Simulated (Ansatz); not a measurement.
# KF (Carobbiite, Fm-3m): phonons and vibrational spectra, part 3 of 3

Task: relax KF (Carobbiite, Fm-3m), then find its harmonic phonons.

Ansatz 0.2.0; DFT LDA, scalar-relativistic, plane waves, PAW; PAW set soft_1.

So far, highest frequency on the path or at a solved wavevector (cm⁻¹): step 6 (the dispersion) 339. The relaxed cell has a = 5.162 Å (conventional setting).

## 7. Finite displacements in a supercell

Finite displacements in a 2×2×2 supercell give force constants from forces alone. They are exact at the wavevectors that the supercell holds, where they check the linear-response result.

Input file input.yaml:

```yaml
crystal:
  lattice:
    - [0.0, 2.5810340524, 2.5810340524]
    - [2.5810340524, 0.0, 2.5810340524]
    - [2.5810340524, 2.5810340524, 0.0]
  atoms:
    - { symbol: K, position: [0.0, 0.0, 0.0] }
    - { symbol: F, position: [0.5, 0.5, 0.5] }
kpoints:
  mp_grid: { grid: [8, 8, 8] }
hamiltonian:
  xc: lda
  pseudopotentials: { kind: paw, azcp: { folder: soft_1 }, xc_functional: pbe }
scf:
  occupations: { method: fixed }
output:
  eigenvalues: true
phonons:
  method: fd
  supercell: [2, 2, 2]
  temperatures: { t_max: 1000, t_step: 50 }
  qpath:
    path:
      - [[0.0, 0.0, 0.0], [0.5, 0.0, 0.5], [0.625, 0.25, 0.625]]
      - [[0.375, 0.375, 0.75], [0.0, 0.0, 0.0], [0.5, 0.5, 0.5], [0.5, 0.25, 0.75], [0.5, 0.0, 0.5]]
    npoints: 10
  non_analytic_term:
    high_frequency_dielectric_tensor: [[2.0972, 0.0, 0.0], [0.0, 2.0972, 0.0], [0.0, 0.0, 2.0972]]
    born_effective_charges:
      - { species: K, tensor: [[1.1497, 0.0, 0.0], [0.0, 1.1497, 0.0], [0.0, 0.0, 1.1497]] }
      - { species: F, tensor: [[-1.1497, 0.0, 0.0], [0.0, -1.1497, 0.0], [0.0, 0.0, -1.1497]] }
    source: "zone-centre run at this cell"
```

Run with:

```
$ ansatz run input.yaml --threads 4 --pin off --max-ram 10240MiB --backend cpu --events-out ev --progress --plain --runs-dir out
```

Numbers of over 12 decimals in the logs are rounded to 6 here.

The log of the run:

```text
[...]
Crystal: 16 atoms, lattice volume = 275.107 Å³
Basis set: ecut = 420 eV, 5329 PW (Γ)
Bands: 80, of which v1, the nominal top of the filled ones, is band 64 counted from 1 (63 counted from 0)
Symmetry: 384 space group operations
k-points: 8 of 64
[...]
SCF iter   1: F=—  HF=-18342.256895 eV  |F-HF|=—  |Δ(HF+E_count)|=         —  Δρ=4.48e-8  dr2=4.92e-12  ethr=1.00e-12  ⟨swp⟩=3.0  Hψ=1597  notcnv=0
[...]
SCF iter   2: F=-18342.256895 eV  HF=-18342.256895 eV  |F-HF|=0.00e0  |Δ(HF+E_count)|=    0.00e0  Δρ=2.16e-8  dr2=4.06e-13  ethr=1.00e-12  ⟨swp⟩=3.0  Hψ=1376  notcnv=0
SCF 1 converged in 2 iterations: F = -18342.256895 eV  dr2 = 4.06e-13
[...]
Symmetry: 8 space group operations
k-points: 13 of 64 (time reversal used)
[...]
SCF iter   8: F=-18342.256884 eV  HF=-18342.256884 eV  |F-HF|=3.64e-12  |Δ(HF+E_count)|=    0.00e0  Δρ=5.46e-8  dr2=4.81e-12  ethr=1.00e-12  ⟨swp⟩=5.0  Hψ=3679  notcnv=0
SCF 2 converged in 8 iterations: F = -18342.256884 eV  dr2 = 4.81e-12
[...]
SCF iter   7: F=-18342.256885 eV  HF=-18342.256885 eV  |F-HF|=3.64e-12  |Δ(HF+E_count)|=    0.00e0  Δρ=3.23e-8  dr2=2.68e-12  ethr=1.00e-12  ⟨swp⟩=5.0  Hψ=3898  notcnv=0
SCF 3 converged in 7 iterations: F = -18342.256885 eV  dr2 = 2.68e-12
[...]
SCF converged after 2 iterations
Free energy (F): -18342.256895 eV
[...]
Internal energy: -18342.256895 eV  (E = F + TS)
E sigma→0 (E₀):  -18342.256895 eV
Fermi energy:    1.768267 eV
[...]
--- Band table (eV; the first three rows and the last of 8) ---
  k-point 0: bands = [... 60 lower, 1.7459, 1.7683, 1.7683, 1.7683, 8.1343, 9.7452, 9.7452, 9.7452, ... 12 higher]
  k-point 1: bands = [... 60 lower, 1.6829, 1.6829, 1.6967, 1.6967, 8.6161, 10.0708, 10.0708, 10.0708, ... 12 higher]
  k-point 2: bands = [... 60 lower, 1.5294, 1.5294, 1.5294, 1.5294, 9.7769, 9.7769, 10.8356, 10.8356, ... 12 higher]
  k-point 7: bands = [... 60 lower, 1.7000, 1.7000, 1.7000, 1.7000, 10.4889, 10.4889, 10.4889, 10.4889, ... 12 higher]
--- Phonons: 2 displaced members + reference (amplitude 0.0025 Å, Σ member SCF iterations 15) ---
  symmetry images taken by strict's conditions (phonons.symmetry_images: auto; settled by no image being taken that strict refuses); asymmetry of the core-correction force 3.6e-15 eV/Å at the most on a site, 3.0e-14 eV/Å summed over every site of the supercell
  ASR residual: 3.742e-4 → 0.000e0 eV/Å²; symmetrization residual: 7.355e-5 eV/Å²
  largest component of a force at the reference: 1.8e-28 eV/Å
  ASR residual per site (eV/Å²): 5.70e-5 3.74e-4
  Γ frequencies (cm⁻¹): 0.00 0.00 0.00 210.68 210.68 210.68
[...]
```

Run time: 8.8 s. Hardware: 4 threads of Intel Xeon Platinum 8488C (Sapphire Rapids), shared host; peak memory 0.79 GiB.

This step gave:

| Item | Value |
| --- | --- |
| atoms in the supercell | 16 |
| sum-rule residual before enforcement | 3.74e-4 eV/Å² |

Interpolated from a 2×2×2 supercell, rough between the solved points, with the LO-TO term (at Γ the limit along the path; where Γ stands inside the path, tables give the limit on arrival). Phonon branches along the path, in cm⁻¹:

```csv
point,branch 1,branch 2,branch 3,branch 4,branch 5,branch 6
Γ,0,0,0,211,211,339
halfway,70,70,158,220,220,278
X,87,87,170,218,218,228
halfway,92,108,165,215,220,229
U,105,150,152,207,224,230
jump to K,105,150,152,207,224,230
halfway,86,113,150,189,225,296
Γ,0,0,0,211,211,339
halfway,88,88,129,204,204,317
L,129,129,193,193,210,275
halfway,124,134,182,199,216,250
W,135,135,150,200,228,228
halfway,104,118,160,211,222,229
X,87,87,170,218,218,228
```

The phonon branches as a text plot (rows in cm⁻¹):

```
    332 |***                        *******
    318 |   *                    ***       **
    304 |    **                              **
    290 |                       *              *
    275 |      *               *                ****
    261 |       *            **                     **
    247 |                                             **
    233 |        ***************                        *********
    219 |  ****************     *****                ****   *****
    205 |**              ***      ************* ***** ********
    191 |        ***        ******             *******
    177 |       *   **     ****               *       **        *
    162 |      *      ***      *                        *    ***
    148 |                **     *            *           ****
    134 |    **            ****             *   *************
    120 |               *  ***** *             *    *****   **
    106 |   *          * **    **          * **              **
     92 |         *******       ****        *                 ***
     78 |  *    **                **      **
     64 |    ***                 *  *
     49 |   *                     ***    **
     35 | **                        **   *
     21 | *                          *  *
      7 |*                            **
         Γ           X  U|K            Γ         L        W     X
```

Tetrahedra on a 22×22×22 mesh, mean over bins of 5 cm-1. Interpolated from a 2×2×2 supercell, rough between the solved points. Phonon density of states against wavenumber; read off at these points:

```csv
wavenumber (cm⁻¹),phonon density of states (1/cm⁻¹/cell)
2,0
18,2.6e-4
32,0.00102
52,0.00308
68,0.00615
82,0.0130
98,0.0255
112,0.0318
122,0.0467
132,0.0392
148,0.00606
162,0.0206
172,0.0366
178,0.0253
192,0.0308
208,0.0516
218,0.0659
228,0.0467
242,0.0131
258,0.0111
272,0.0107
288,0.00687
308,0.00457
322,0.00307
338,5.9e-4
```

At Γ the two methods differ by at most 0.0 cm⁻¹.

## 8. Outcome

```json
{
  "space group after relaxation (within 0.01 Å)": "Fm-3m",
  "volume per atom": "17.2 Å³",
  "gap on the k-mesh": "6.37 eV",
  "highest optical mode at the zone centre (no LO-TO term)": "211 cm⁻¹",
  "top of the zone-centre spectrum with the field": "339 cm⁻¹",
  "lowest optical zone-centre mode": "211 cm⁻¹",
  "mean high-frequency dielectric constant": "2.10",
  "mean static dielectric constant": "5.43",
  "largest Born charge (third of the trace)": "1.15 e",
  "lowest mode on the q mesh (acoustic modes at Γ apart)": "62.7 cm⁻¹",
  "highest frequency on the path or at a solved wavevector": "339 cm⁻¹",
  "zero-point energy per atom": "33.1 meV",
  "heat capacity at 300 K": "23.3 J/(mol atoms K)",
  "vibrational entropy at 300 K": "31.4 J/(mol atoms K)",
  "Debye temperature (second moment)": "349 K",
  "imaginary modes on the 4×4×4 q mesh": "none"
}
```

The structure is a minimum as far as tested: no mode is imaginary at the 8 irreducible wavevectors of the 4×4×4 mesh, and the softest away from the acoustic zeros lies at 63 cm⁻¹. Without the field, the optical modes at Γ form one degenerate level at 211 cm⁻¹. The highest mode in this list at Γ, 210.7 cm⁻¹, has its largest share on F (67 % of the kinetic energy). With the macroscopic field of the longitudinal modes the top of the zone-centre spectrum lies at 339 cm⁻¹, against 211 cm⁻¹ without it. Lattice motion raises the mean dielectric constant from 2.097 to 5.430. The strongest infrared line is at 211 cm⁻¹. Finite displacements and linear response differ by 0.0 cm⁻¹ in the highest zone-centre mode. The PAW files were made for PBE and serve the other functionals too. These are harmonic frequencies at zero temperature: anharmonic shifts, linewidths and thermal expansion are left out.

[Logs are printed without paths, hosts, clocks, repeated set-up lines and the standing remarks that a program may print on its own settings, such as how far it seeks lower states.]

[Hosts, paths, dates, database ids (printed as entryN), source tags and the programs' standing remarks are cut or masked in the printed files.]
